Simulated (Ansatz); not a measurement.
# Al chain started as a strip of triangles: one chain at several levels of theory, part 2 of 2

Aim: how far do the period, the moment and the conductance of the Al chain started as a strip of triangles depend on the functional, the datasets and spin-orbit coupling, and at what cost?

Ansatz 0.2.0; DFT PBE, plane waves, PAW; relaxation of a chain's period (the session's first sound run).

So far, conductance of the lead as this run defines it (G₀): step 3 (the perfect wire, level PBE, cutoff 420 eV) 2.00; step 5 (LDA, another cell) 2.00.

## 7. The perfect wire, level r2SCAN, cutoff 500 eV

This step: DFT r2SCAN, plane waves, PAW; channels and complex bands of a perfect chain (Ansatz 0.2.0).

The channels are counted again under r2SCAN, at the period that it gave. Its window is narrower, to save time.

File input.yaml:

```yaml
crystal:
  lattice:
    - [9.0, 0.0, 0.0]
    - [0.0, 7.5, 0.0]
    - [0.0, 0.0, 2.4449165142]
  atoms:
    - { symbol: Al, position: [0.36718697, 0.5, 0.0] }
    - { symbol: Al, position: [0.63281303, 0.5, 0.5] }
kpoints:
  mp_grid: { grid: [1, 1, 33] }
  band_path: { path: ["Γ", Z], npoints: 60 }
scf:
  occupations: { method: fermi_dirac, width: 0.05 }
hamiltonian:
  xc: r2scan
output:
  transmission:
    e_range: [-0.7, 0.7]
    de: 0.035
    kmesh: [1, 1]
    reduced_basis: true
    leads: [[0, 0]]
  dos: { projected: true, e_range: [-6, 4] }
```

The run is started by

```sh
> ansatz run input.yaml --threads 4 --pin off --max-ram 8192MiB --backend cpu --events-out ev --progress --plain --runs-dir out
```

Elapsed: 26 s, on 4 threads of Arm Neoverse N1, shared host; peak memory 0.84 GiB; 91 s of CPU time.

At the computed energy nearest the Fermi level there are 2 channels a spin, and the thermal average gives 2.00 G₀.

## 8. Relaxing the period

This step: DFT RPBE, plane waves, PAW; relaxation of a chain's period (Ansatz 0.2.0).

The relaxation is repeated under another functional. RPBE strengthens the exchange enhancement and tends to longer, weaker bonds than PBE.

File input.yaml:

```yaml
crystal:
  lattice:
    - [9.0, 0.0, 0.0]
    - [0.0, 7.5, 0.0]
    - [0.0, 0.0, 2.36797]
  atoms:
    - { symbol: Al, position: [0.387604444, 0.5, 0.0], spin: 0.5 }
    - { symbol: Al, position: [0.612395556, 0.5, 0.5], spin: 0.5 }
magnetization:
  spin_polarized: true
kpoints:
  mp_grid: { grid: [1, 1, 34] }
scf:
  occupations: { method: fermi_dirac, width: 0.05 }
hamiltonian:
  xc: rpbe
relax:
  cell: { fix: [a, b, alpha, beta, gamma] }
  max_steps: 60
```

Wall time 14 s (4 threads); peak memory 0.38 GiB; 52 s of CPU time.

The steps of the relaxation:

```
step  energy less that of the first step (eV)  largest force component (eV/Å)  pressure (GPa)  volume (Å³)
   1                                   0.0000                          3.2074            4.14       159.84
   2                                  -0.4716                          1.3261            1.59       164.20
   3                                  -0.5964                          0.5457            0.49       166.27
   4                                  -0.6192                          0.2515           -0.25       166.24
   5                                  -0.6288                          0.0199           -0.05       166.55
   6                                  -0.6289                          0.0001           -0.07       166.55
  7*                                  -0.6296                          0.0001           -0.06       166.55
```

Relaxation steps marked * repeat the geometry before them on a plane-wave basis chosen anew for their cell, so energy and pressure can jump there.

The run keeps the 8 symmetry operations that it works with, so distortions that break them were not tested.

```
cell as run  before  after  change
      c (Å)   2.368  2.467  +4.2 %
```

The atoms that moved most (Å, along periodic axes as changes of fractional coordinates times the final cell, across vacuum about the mean position):

```csv
atom,dx,dy,dz,length
Al1,-0.206,0.000,0.000,0.206
Al2,0.206,0.000,0.000,0.206
```

The relaxed structure:

```cif
data_structure
_symmetry_space_group_name_H-M 'P 1'
_symmetry_Int_Tables_number 1
_cell_length_a 9.0000
_cell_length_b 7.5000
_cell_length_c 2.4674
_cell_angle_alpha 90.000
_cell_angle_beta 90.000
_cell_angle_gamma 90.000
_cell_volume 166.55
loop_
_atom_site_label
_atom_site_type_symbol
_atom_site_fract_x
_atom_site_fract_y
_atom_site_fract_z
_atom_site_occupancy
Al1 Al 0.36476 0.50000 0.00000 1
Al2 Al 0.63524 0.50000 0.50000 1
```

The cell's length comes to 2.467 Å, +0.6 % against the first run, with no moment.

The cell grew by 4.2 % in its periodic edges. First to last step the energy falls by 0.630 eV, across changes of basis; the largest move, 0.21 Å, is that of Al1 and 1 other atom alike.

## 9. Bands of the perfect wire, level RPBE, cutoff 420 eV

This step: DFT RPBE, plane waves, PAW; channels and complex bands of a perfect chain (Ansatz 0.2.0).

The channels are counted again under RPBE, at the period that it gave.

File input.yaml:

```yaml
crystal:
  lattice:
    - [9.0, 0.0, 0.0]
    - [0.0, 7.5, 0.0]
    - [0.0, 0.0, 2.467372813]
  atoms:
    - { symbol: Al, position: [0.364764339, 0.5, 0.0] }
    - { symbol: Al, position: [0.635235661, 0.5, 0.5] }
kpoints:
  mp_grid: { grid: [1, 1, 33] }
  band_path: { path: ["Γ", Z], npoints: 60 }
scf:
  occupations: { method: fermi_dirac, width: 0.05 }
hamiltonian:
  xc: rpbe
output:
  transmission:
    e_range: [-2, 2]
    de: 0.035
    kmesh: [1, 1]
    reduced_basis: true
    leads: [[0, 0]]
  dos: { projected: true, e_range: [-6, 4] }
```

It took 30 s on 4 threads; peak memory 0.57 GiB; 1.7 min of CPU time.

The open channels of the lead, one spin by energy, zero at the Fermi level:

| energy (eV) | open channels of the lead, one spin |
| --- | --- |
| -2.000 | 2 |
| -1.790 | 2 |
| -1.615 | 2 |
| -1.405 | 1 |
| -1.195 | 2 |
| -0.985 | 2 |
| -0.810 | 2 |
| -0.600 | 2 |
| -0.390 | 2 |
| -0.215 | 2 |
| -0.005 | 2 |
| 0.205 | 2 |
| 0.415 | 2 |
| 0.590 | 4 |
| 0.800 | 4 |
| 1.010 | 5 |
| 1.185 | 5 |
| 1.395 | 5 |
| 1.605 | 5 |
| 1.815 | 5 |

At the computed energy nearest the Fermi level there are 2 channels a spin, and the thermal average gives 2.00 G₀.

## 10. Side by side

Times are for 4 threads of Arm Neoverse N1, shared host. The runs compared:

```
no.   level  conductance of the lead as this run defines it (G₀)  time  memory (GiB)
  1     PBE                                                2.000  29 s          0.53
  2     LDA                                                2.000  22 s          0.49
  3  r2SCAN                                                2.000  26 s          0.84
  4    RPBE                                                2.000  30 s          0.57
```

## 11. Relaxation of atoms and period, cutoff 570 eV

This step: DFT PBE, plane waves, PAW (JTH); relaxation of a chain's period (Ansatz 0.2.0).

The same functional on other atomic datasets tests how far the result hangs on the treatment of the cores. Against the first PBE run of this kind, the cutoff is 570 eV against 420.

File input.yaml:

```yaml
crystal:
  lattice:
    - [9.0, 0.0, 0.0]
    - [0.0, 7.5, 0.0]
    - [0.0, 0.0, 2.36797]
  atoms:
    - { symbol: Al, position: [0.387604444, 0.5, 0.0], spin: 0.5 }
    - { symbol: Al, position: [0.612395556, 0.5, 0.5], spin: 0.5 }
magnetization:
  spin_polarized: true
kpoints:
  mp_grid: { grid: [1, 1, 34] }
scf:
  occupations: { method: fermi_dirac, width: 0.05 }
hamiltonian:
  xc: pbe
  pseudopotentials: { kind: paw, source: jth }
relax:
  cell: { fix: [a, b, alpha, beta, gamma] }
  max_steps: 60
```

The job ended after 17 s (4 threads; peak memory 0.46 GiB; 62 s of CPU time).

The cell's length comes to 2.454 Å, +0.0 % against the first run, with no moment.

## 12. Relaxing the period

This step: DFT PBE, plane waves, PAW; relaxation of a chain's period (Ansatz 0.2.0).

No moment formed, so a run without spin should agree; this checks it and saves time.

input.yaml, the sections that differ from step 11:

```yaml
crystal:
  lattice:
    - [9.0, 0.0, 0.0]
    - [0.0, 7.5, 0.0]
    - [0.0, 0.0, 2.36797]
  atoms:
    - { symbol: Al, position: [0.387604444, 0.5, 0.0] }
    - { symbol: Al, position: [0.612395556, 0.5, 0.5] }
hamiltonian:
  xc: pbe
# kpoints, scf, relax: as in step 11
# magnetization: removed
```

It took 4.7 s on 4 threads; peak memory 0.36 GiB.

The cell's length comes to 2.453 Å, +0.0 % against the first run, with spin left out.

## 13. The series together

Times are for 4 threads of Arm Neoverse N1, shared host. The series side by side:

```
no.           level  cell length along the wire (Å)   time  memory (GiB)
  1             PBE                           2.453   12 s          0.38
  2             LDA                           2.427   11 s          0.35
  3          r2SCAN                           2.445   62 s          0.75
  4            RPBE                           2.467   14 s          0.38
  5  PBE, JTH files                           2.454   17 s          0.46
  6    PBE, no spin                           2.453  4.7 s          0.36
```

## 14. Two-component spinors

This step: DFT PBE, plane waves, fully relativistic PAW; channels of a perfect chain with spin-orbit coupling (Ansatz 0.2.0).

Spin-orbit coupling mixes the spins and splits bands that cross or touch without it, so it can open or close channels. Fully relativistic datasets take the place of the scalar ones. The window is narrow, since spinor matrices are twice as large.

File input.yaml:

```yaml
crystal:
  lattice:
    - [9.0, 0.0, 0.0]
    - [0.0, 7.5, 0.0]
    - [0.0, 0.0, 2.4534154109]
  atoms:
    - { symbol: Al, position: [0.365809532, 0.5, 0.0] }
    - { symbol: Al, position: [0.634190468, 0.5, 0.5] }
kpoints:
  mp_grid: { grid: [1, 1, 33] }
  band_path: { path: ["Γ", Z], npoints: 60 }
scf:
  occupations: { method: fermi_dirac, width: 0.05 }
hamiltonian:
  xc: pbe
  pseudopotentials: { kind: paw_fr }
output:
  transmission:
    e_range: [-0.42, 0.42]
    de: 0.035
    kmesh: [1, 1]
    reduced_basis: false
    leads: [[0, 0]]
magnetization:
  noncollinear: true
  spin_orbit: true
```

The job ended after 11 min (4 threads; peak memory 3.9 GiB).

This step gave:

| Quantity | Value |
| --- | --- |
| energy at zero smearing | -1072.8290 eV |
| channels at the energy nearest the Fermi level, both spins | 4 |

The open channels of the lead, both spins stays at 4 for energy from -0.42 to 0.42 eV.

The slowest values at each energy, most degenerate partners merged, listed up to 1.5 1/Å. Table of Im kz of the slowest decaying states by energy, zero at the Fermi level:

| energy (eV) | decay 1 (Å⁻¹) | decay 2 (Å⁻¹) | decay 3 (Å⁻¹) | decay 4 (Å⁻¹) |
| --- | --- | --- | --- | --- |
| -0.420 | 0.114 | 0.614 | 0.922 | 1.05 |
| -0.385 | 0.114 | 0.606 | 0.917 | 1.05 |
| -0.350 | 0.113 | 0.598 | 0.912 | 1.04 |
| -0.280 | 0.111 | 0.581 | 0.902 | 1.04 |
| -0.245 | 0.110 | 0.572 | 0.897 | 1.03 |
| -0.210 | 0.108 | 0.564 | 0.892 | 1.03 |
| -0.175 | 0.107 | 0.555 | 0.887 | 1.02 |
| -0.140 | 0.105 | 0.546 | 0.882 | 1.02 |
| -0.070 | 0.101 | 0.527 | 0.871 | 1.01 |
| -0.035 | 0.0986 | 0.518 | 0.866 | 1.00 |
| 0.000 | 0.0961 | 0.508 | 0.861 | 0.998 |
| 0.035 | 0.0934 | 0.498 | 0.855 | 0.994 |
| 0.070 | 0.0905 | 0.488 | 0.850 | 0.989 |
| 0.140 | 0.0838 | 0.468 | 0.839 | 0.979 |
| 0.175 | 0.0799 | 0.457 | 0.833 | 0.975 |
| 0.210 | 0.0757 | 0.446 | 0.828 | 0.970 |
| 0.245 | 0.0711 | 0.435 | 0.822 | 0.965 |
| 0.280 | 0.0659 | 0.423 | 0.817 | 0.960 |
| 0.350 | 0.0533 | 0.399 | 0.805 | 0.950 |
| 0.385 | 0.0453 | 0.386 | 0.799 | 0.945 |
| 0.420 | 0.0352 | 0.373 | 0.794 | 0.940 |

The electronic bands at the labelled points (eV, zero at the Fermi level):

| point | band 3 | band 4 | band 5 | band 6 | band 7 | band 8 | band 9 | band 10 |
| --- | --- | --- | --- | --- | --- | --- | --- | --- |
| Γ | -5.07 | -5.07 | -1.50 | -1.50 | -1.36 | -1.36 | 0.91 | 0.91 |
| halfway | -3.60 | -3.60 | -0.04 | -0.04 | 0.07 | 0.07 | 2.36 | 2.36 |
| Z | -2.44 | -2.44 | 1.17 | 1.17 | 1.17 | 1.17 | 4.32 | 4.32 |

At the computed energy nearest the Fermi level there are 4 spinor channels, and the thermal average gives 2.00 G₀.

## 15. A repeat with changed settings: scf.algorithm = "direct_min" and scf.n_extra_bands = 2

This step: DFT PBE, plane waves, PAW; channels and complex bands of a perfect chain; changed: scf.algorithm = "direct_min", scf.n_extra_bands = 2 (Ansatz 0.2.0).

The atoms of the run on the perfect lead (PBE) are kept and the input is varied, to see whether the result depends on it. The ELF is not written this time.

input.yaml, the sections that differ from step 14:

```yaml
scf:
  occupations: { method: fermi_dirac, width: 0.05 }
  algorithm: direct_min
  n_extra_bands: 2
hamiltonian:
  xc: pbe
output:
  transmission:
    e_range: [-2, 2]
    de: 0.035
    kmesh: [1, 1]
    reduced_basis: true
    leads: [[0, 0]]
  dos: { projected: true, e_range: [-6, 4] }
  write_potential: true
  write_density: true
  volumetric_format: npy
# crystal, kpoints: as in step 14
# magnetization: removed
```

It took 28 s on 4 threads; peak memory 0.54 GiB; 95 s of CPU time.

Numbers from this step:

```
energy at zero smearing : -1072.8265 eV
```

Open channels of the lead, one spin against energy, zero at the Fermi level:

```csv
energy (eV),"open channels of the lead, one spin"
-2.000,2
-1.895,2
-1.790,2
-1.685,2
-1.615,2
-1.510,0
-1.405,1
-1.300,2
-1.195,2
-1.090,2
-0.985,2
-0.915,2
-0.810,2
-0.705,2
-0.600,2
-0.495,2
-0.390,2
-0.285,2
-0.215,2
-0.110,2
-0.005,2
0.100,2
0.205,2
0.310,2
0.415,2
0.485,4
0.590,4
0.695,4
0.800,4
0.905,4
1.010,5
1.115,5
1.185,5
1.290,5
1.395,5
1.500,5
1.605,5
1.710,5
1.815,5
1.885,5
```

It took 28 s against 29 s for the run it varies, and the conductance is 2.00 G₀ against 2.00 G₀.

The channels at the energy nearest the Fermi level, one spin and conductance of the lead as this run defines it stay within 0.2 % plus 0.001 of the run it varies.

## 16. The same system on other settings

This step: DFT PBE, plane waves, PAW; channels and complex bands of a perfect chain; changed: basis.xc_grid = 3, basis.ecutwfc = "250 eV" (Ansatz 0.2.0).

Edit input.yaml of step 15 so:

```diff
@@ -13,4 +13,2 @@
   occupations: { method: fermi_dirac, width: 0.05 }
-  algorithm: direct_min
-  n_extra_bands: 2
 hamiltonian:
@@ -28 +26,4 @@
   volumetric_format: npy
+basis:
+  xc_grid: 3
+  ecutwfc: "250 eV"
```

Wall time 18 s (4 threads); peak memory 0.48 GiB.

Residual by cycle:

cycle, log10 residual and a bar from the least value:
```
        1       -1.9 ##############################
        2       -2.6 ##########################
        3       -3.6 ######################
        4       -4.8 ################
        5       -6.4 ########
        6       -8.0
```

The run finished with changed settings (basis.xc_grid = 3 and basis.ecutwfc = "250 eV"); it serves as a test.

## 17. What came out

```yaml
cell_length_pbe: 2.453 Å
cell_length_lda: 2.427 Å
cell_length_r2scan: 2.445 Å
cell_length_rpbe: 2.467 Å
cell_length_pbe_jth_files: 2.454 Å
cell_length_pbe_no_spin: 2.453 Å
conductance_pbe: 2.00 G₀
conductance_lda: 2.00 G₀
conductance_r2scan: 2.00 G₀
conductance_rpbe: 2.00 G₀
conductance_with_spin_orbit_coupling: 2.00 G₀
```

**Reading.** Under PBE the cell's length is 2.45 Å, no moment survives, and it is a metal with 2 channels a spin next to the Fermi level, 2.00 G₀ at 300 K. The cell's length spans 1.7 % over the functionals, shortest under LDA and longest under RPBE. A perfect wire passes every open channel, so the conductance counts half a G₀ for each forward-moving state at the Fermi level, spin by spin. At the relaxed period it forms two rows 2.42 Å apart, with 2.71 Å between atoms of unlike rows and 2.45 Å along a row: a strip of triangles. Transport is coherent and elastic here: the atoms are frozen, so scattering by vibrations plays no part.

[Logs are printed without paths, hosts, clocks, repeated set-up lines and the standing remarks that a program may print on its own settings, such as how far it seeks lower states.]

[Hosts, paths, dates, database ids (printed as entryN), source tags and the programs' standing remarks are cut or masked in the printed files.]
